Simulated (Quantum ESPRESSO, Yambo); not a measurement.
# Quasiparticle gap of BaTiO3 (P4mm) in Yambo, part 3 of 3

How does a plane-wave GW calculation on BaTiO3 (P4mm) run from the first input to the gap?

Quantum ESPRESSO 7.5 and Yambo 5.3.0; PBE and many-body steps on it, plane waves. Known limits of the many-body steps: not at the basis limit; no spin-orbit coupling; coarse k mesh.

So far. Step 3 (Bands along the symmetry lines): The gap is 1.851 eV, as in the run before at this level. Step 4 (Empty states on the mesh, 4×4×4 mesh, 287 bands): On this mesh the gap is 1.851 eV.

**6. Screening and self-energy, 4×4×4 mesh, 287 bands, screening to 204.1 eV**

G0W0 replaces the xc potential by the self-energy, built once from these orbitals. Only a window of levels is corrected, while the sums run over the empty bands that the input names.

This step: G0W0 on PBE, plane waves, norm-conserving pseudopotentials.

gw3.in reads:

```
HF_and_locXC
gw0
dyson
ppa
em1d
rim_cut
RandQpts= 1000000
RandGvec= 1 RL
EXXRLvcs= 76 Ry
VXCRLvcs= 304 Ry
Chimod= "HARTREE"
% BndsRnXp
 1 | 287 |
%
NGsBlkXp= 15 Ry
% LongDrXp
 1 | 1 | 1 |
%
% GbndRnge
 1 | 287 |
%
DysSolver= "n"
ExtendOut
PPAPntXp= 27.21138 eV
% QPkrange
 18 | 18 | 19 | 22 |
 1 | 1 | 19 | 22 |
%
```

Command:

```bash
$ OMP_NUM_THREADS=1 mpirun -n 4 yambo -F gw3.in -J gw3 -C gw3 > gw3.log
```

Log:

```text
 Yambo, version 5.3.0

 [02] CORE Variables Setup
 =========================

  [... cell, symmetries and grids as in the set-up ...]

  [02.05] Energies & Occupations
  ==============================

  [X] === General ===
  [X] Electronic Temperature                        :  0.000000  0.000000 [eV K]
  [X] Bosonic    Temperature                        :  0.000000  0.000000 [eV K]
  [X] Finite Temperature mode                       : no
  [X] El. density                                   :  0.62439E+24 [cm-3]
  [X] Fermi Level                                   :  10.49564 [eV]

  [X] === Gaps and Widths ===
  [X] Conduction Band Min                           :  1.851171 [eV]
  [X] Valence Band Max                              :  0.000000 [eV]
  [X] Filled Bands                                  :  20
  [X] Empty Bands                                   :   21  287
  [X] Direct Gap                                    :  2.221732 [eV]
  [X] Direct Gap localized at k                     :  1
  [X] Indirect Gap                                  :  1.851171 [eV]
  [X] Indirect Gap between kpts                     :  18   1
  [X] Last valence band width                       :  0.967689 [eV]
  [X] 1st conduction band width                     :  2.396446 [eV]

 [03] Transferred momenta grid and indexing
 ==========================================

 IBZ Q-points                                      :  18
 BZ  Q-points                                      :   64

 K/Q-points units:
 rlu = crystal or reduced units; cc = cartesian coordinates; iku = interal k-units

 Q [ 1]         [rlu]:  0.000000  0.000000  0.000000
 Q [ 2]         [rlu]:  0.000000  0.000000  0.250000
 Q [ 3]         [rlu]:  0.000000  0.000000 -0.500000
 Q [ 4]         [rlu]:  0.000000  0.250000  0.000000
 Q [ 5]         [rlu]:  0.000000  0.250000  0.250000
 Q [ 6]         [rlu]:  0.000000  0.250000 -0.500000
 Q [ 7]         [rlu]:  0.000000 -0.500000  0.000000
 Q [ 8]         [rlu]:  0.000000 -0.500000  0.250000
 Q [ 9]         [rlu]:  0.000000 -0.500000 -0.500000
 Q [10]         [rlu]:  0.250000  0.250000  0.000000
     [... 6 further rows ...]
 Q [17]         [rlu]: -0.500000 -0.500000  0.250000
 Q [18]         [rlu]: -0.500000 -0.500000 -0.500000

 [04] Coloumb potential Random Integration (RIM)
 ===============================================

  [04.01] RIM initialization
  ==========================

  * Diagonal components only detected *

  8 x (sBL volume)        :  0.071722 [a.u.]
  sBZ random points       :  1000000
  Points outside the sBZ  :   7992674
  RL volume               :  0.573772 [a.u.]
  Integrated volume       :  0.574298 [a.u.]

  [04.02] RIM integrals
  =====================

  Gamma point sphere radius             :  0.075365 [a.u.]
  Points outside the sphere             :   799811
  [Int_sBZ(q=0) 1/q^2]*(Vol_sBZ)^(-1/3) =:  7.678270
                                 should be <:  7.795600

  Summary of Coulomb integrals for non-metallic bands |Q|[au] RIM/Bare

  Q [1] 0.100000E-4 0.984949 * Q [2] 0.206618 1.046119
  Q [4] 0.208303 1.052505 * Q [5] 0.293396 1.049018
  Q [10] 0.294585 1.050977 * Q [11] 0.359821 1.035731
  Q [3] 0.413236 1.019402 * Q [7] 0.416606 1.019496
  Q [6] 0.462768 1.018035 * Q [8] 0.465029 1.017337
  Q [13] 0.465780 1.017829 * Q [12] 0.507488 1.016008
  Q [14] 0.509551 1.015385 * Q [9] 0.586792 1.011894
  Q [16] 0.589170 1.011790 * Q [15] 0.622667 1.010825
  Q [17] 0.624350 1.010447 * Q [18] 0.719643 1.008389

 [05] Dipoles
 ============

  [05.01] Setup: observables and procedures
  =========================================

  [WARNING] [x,Vnl] slows the Dipoles computation. To neglect it rename the ns.kb_pp file

 [06] Dynamic Dielectric Matrix (PPA)
 ====================================

 [WR./gw3//ndb.pp]---------------------------------------------------------------
  Brillouin Zone Q/K grids (IBZ/BZ)                :   18   64   18   64
  RL vectors                                       :   5983 [WF]
  Coulomb cutoff potential                         : none
  Electronic Temperature                           :  0.000000 [K]
  Bosonic    Temperature                           :  0.000000 [K]
  PPA    diel. fun.  energies                      : Perdew, Burke & Ernzerhof(X)+Perdew, Burke & Ernzerhof(C)
  wavefunctions                                    : Perdew, Burke & Ernzerhof(X)+Perdew, Burke & Ernzerhof(C)
  Global Gauge                                     : length
  X matrix size                                    :   453
  X band range                                     :    1  287
  X e/h energy range                               : -1.000000 -1.000000 [eV]
  X Time ordering                                  : R
  X Hxc Kernel                                     : HARTREE
  X Drude frequency                                :  0.000000  0.000000
  X poles                                          :  100.0000 [o/o]
  RL vectors in the sum                            :   5983
  [r,Vnl] included                                 : yes
  Field direction                                  :  0.577350E-5  0.577350E-5  0.577350E-5
  BZ energy Double Grid                            : no
  BZ energy DbGd points                            : 0
  BZ Q point size factor                           : -1.000000
  X Optical Averaged directions                    : none

 [07] Local Exchange-Correlation + Non-Local Fock
 ================================================

 [VXC] Plane waves :   38715
 [EXS] Plane waves :   4897

 QP @ state[ 1 ] K range:  1  1
 QP @ state[ 1 ] b range:  19  22
 QP @ state[ 2 ] K range:  18  18
 QP @ state[ 2 ] b range:  19  22

 [xc] Functional : Perdew, Burke & Ernzerhof(X)+Perdew, Burke & Ernzerhof(C)
 [xc] LIBXC used to calculate xc functional
  PP Number of Atomic Species                      :  3
  NLCC RL compoments                               :   38715
  PP Number of Atomic Species                      :  3
  NLCC RL compoments                               :   38715

 [xc] E_xc :  -21.67922 [Ha]
      E_xc :  -43.35844 [Ry]

  Local XC kind (lXC) : Perdew, Burke & Ernzerhof(X)+Perdew, Burke & Ernzerhof(C)
  Non-Local XC kind (nlXC) : Hartree-Fock

  Corrections @ K [1] :  [eV]
 <19|nlXC|19> = -24.43206  0.17587E-16 <19|lXC|19> = -20.00498 -0.37763E-15
 <20|nlXC|20> = -24.43191 -0.27935E-17 <20|lXC|20> = -20.00498 -0.18882E-15
 <21|nlXC|21> = -11.39896  0.23850E-17 <21|lXC|21> = -18.77475  0.000000
 <22|nlXC|22> = -12.09061 -0.10896E-17 <22|lXC|22> = -19.06031  0.37763E-15

  Corrections @ K [18] :  [eV]
 <19|nlXC|19> = -24.90329  0.24303E-16 <19|lXC|19> = -19.96286 -0.37763E-15
 <20|nlXC|20> = -24.96123  0.24942E-17 <20|lXC|20> = -20.00654  0.18882E-15
 <21|nlXC|21> = -13.09651 -0.83928E-18 <21|lXC|21> = -21.85264  0.000000
 <22|nlXC|22> = -13.21928  0.47049E-18 <22|lXC|22> = -21.85357 -0.18882E-15

  [07.01] Hartree-Fock occupations report
  =======================================

  [Hartree-Fock] === General ===
  [Hartree-Fock] Electronic Temperature             :  0.000000  0.000000 [eV K]
  [Hartree-Fock] Bosonic    Temperature             :  0.000000  0.000000 [eV K]
  [Hartree-Fock] Finite Temperature mode            : no
  [Hartree-Fock] El. density                        :  0.62439E+24 [cm-3]
  [Hartree-Fock] Fermi Level                        :  10.49564 [eV]

  [Hartree-Fock] === Gaps and Widths ===
  [Hartree-Fock] Conduction Band Min                :  1.925171 [eV]
  [Hartree-Fock] Valence Band Max                   : -0.036277 [eV]
  [Hartree-Fock] Filled Bands                       :  20
  [Hartree-Fock] Empty Bands                        :   21  287
  [Hartree-Fock] Direct Gap                         :  2.473257 [eV]
  [Hartree-Fock] Direct Gap localized at k          :  2
  [Hartree-Fock] Indirect Gap                       :  1.961449 [eV]
  [Hartree-Fock] Indirect Gap between kpts          :  17   2
  [Hartree-Fock] Last valence band width            :  4.918411 [eV]
  [Hartree-Fock] 1st conduction band width          :  11.07858 [eV]

 [08] Dyson equation: Newton solver
 ==================================

  [08.01] G0W0 (W PPA)
  ====================

  [  GW  ] Bands range     :    1  287
  [GW/PPA] G damping       :  0.100000 [eV]

  QP @ state[ 1 ] K range:  1  1
  QP @ state[ 1 ] b range:  19  22
  QP @ state[ 2 ] K range:  18  18
  QP @ state[ 2 ] b range:  19  22

   Sc/G bands                                       :    1  287
   Sc/G damping                                     :  0.100000 ev
   Sc bands terminator                              : no
   Sx RL components                                 :   4897

   QP @ state[ 1 ] K range                          :  1  1
   QP @ state[ 1 ] b range                          :  19  22
   QP @ state[ 2 ] K range                          :  18  18
   QP @ state[ 2 ] b range                          :  19  22
   GF energies kind                                 : Perdew, Burke & Ernzerhof(X)+Perdew, Burke & Ernzerhof(C)
   GF WF`s kind                                     : Perdew, Burke & Ernzerhof(X)+Perdew, Burke & Ernzerhof(C)
   Xs energies kind                                 : Perdew, Burke & Ernzerhof(X)+Perdew, Burke & Ernzerhof(C)
   Xs WF`s kind                                     : Perdew, Burke & Ernzerhof(X)+Perdew, Burke & Ernzerhof(C)

 [11] Game Over & Game summary
```

It took 24 min on 4 MPI ranks of Arm Neoverse V2, shared host; peak memory 3.3 GiB.

This step gave:

| Item | Value |
| --- | --- |
| G0W0 gap on the points computed | 3.317 eV |
| starting gap on the mesh | 1.851 eV |
| k of the valence top | -0.5, -0.5, -0.5 |
| k of the conduction bottom | 0, 0, 0 |
| least direct G0W0 gap on the computed points | 3.707 eV |
| Z at the valence top | 0.7603 |
| Z at the conduction bottom | 0.7761 |

The gap on the mesh goes from 1.85 eV to 3.32 eV, a correction of +1.47 eV.

Limits: finite bands, cutoff and mesh; no spin-orbit coupling; coarse k mesh. v1 is the top filled band, c1 the lowest empty one. The levels before and after the correction (eV, zero at the valence-band top of each column):

```csv
,conduction bottom,valence top
Kohn-Sham,1.85,0.00
G0W0,3.32,0.00
```

```csv
,level,energy (eV)
Kohn-Sham,Γ v2-v1,-0.371
Kohn-Sham,Γ c1,1.851
Kohn-Sham,Γ c2,2.219
Kohn-Sham,(-0.5 -0.5 -0.5) v2,-0.176
Kohn-Sham,(-0.5 -0.5 -0.5) v1,0.000
Kohn-Sham,(-0.5 -0.5 -0.5) c1,4.248
Kohn-Sham,(-0.5 -0.5 -0.5) c2,4.260
G0W0,Γ v2-v1,-0.391
G0W0,Γ c1,3.317
G0W0,Γ c2,3.705
G0W0,(-0.5 -0.5 -0.5) v2,-0.208
G0W0,(-0.5 -0.5 -0.5) v1,0.000
G0W0,(-0.5 -0.5 -0.5) c1,5.993
G0W0,(-0.5 -0.5 -0.5) c2,6.032
```

**7. Where the time went**

Times are wall times on the hardware named with each run, good to a factor of about two.

```csv
step,time,share,memory (GiB)
ground state,24 s,2 %,0.37
bands along the symmetry lines,11 s,1 %,0.27
empty states on the mesh,79 s,5 %,0.71
conversion and set-up,3 s,0 %,0.25
screening and self-energy,24 min,93 %,3.3
```

**8. What came out**

```
PBE gap              : 1.85 eV, indirect
G0W0 gap on the mesh : 3.32 eV
GW settings          : 4×4×4 mesh, 287 bands, screening to 204.1 eV, Godby-Needs plasmon pole
known limits         : not at the basis limit; no spin-orbit coupling; coarse k mesh
```

In words: G0W0 moves the gap on the mesh from 1.85 eV to 3.32 eV (+1.47 eV), with Z of 0.76 and 0.78 at the edges. Only 2 of the mesh's irreducible points were corrected, so a valley elsewhere could overtake. The dearest step here is «screening and self-energy». Bands and cutoff are finite, so the gap is not at the basis limit. The miss can reach some tenths of an eV and take either sign; the mesh is an error of its own. In the G0W0 run levels were corrected at 2 k points alone, so a gap called «on the mesh» is the least over those, and an edge elsewhere would be missed. The 4×4×4 mesh is coarse for this cell, which bears on the long-range parts of exchange and screening. The many-body steps are scalar-relativistic: spin-orbit coupling is not in them.

[Paths, hosts, dates, memory and timing lines, banners, echoed tables and standing remarks are left out of the program output.]

[Logs are printed without paths, hosts, clocks, repeated set-up lines and the standing remarks that a program may print on its own settings, such as how far it seeks lower states.]

[Runs of the session that timed out or met a known fault of the program may be left out.]

[Hosts, paths, dates, database ids (printed as entryN), source tags and the programs' standing remarks are cut or masked in the printed files.]
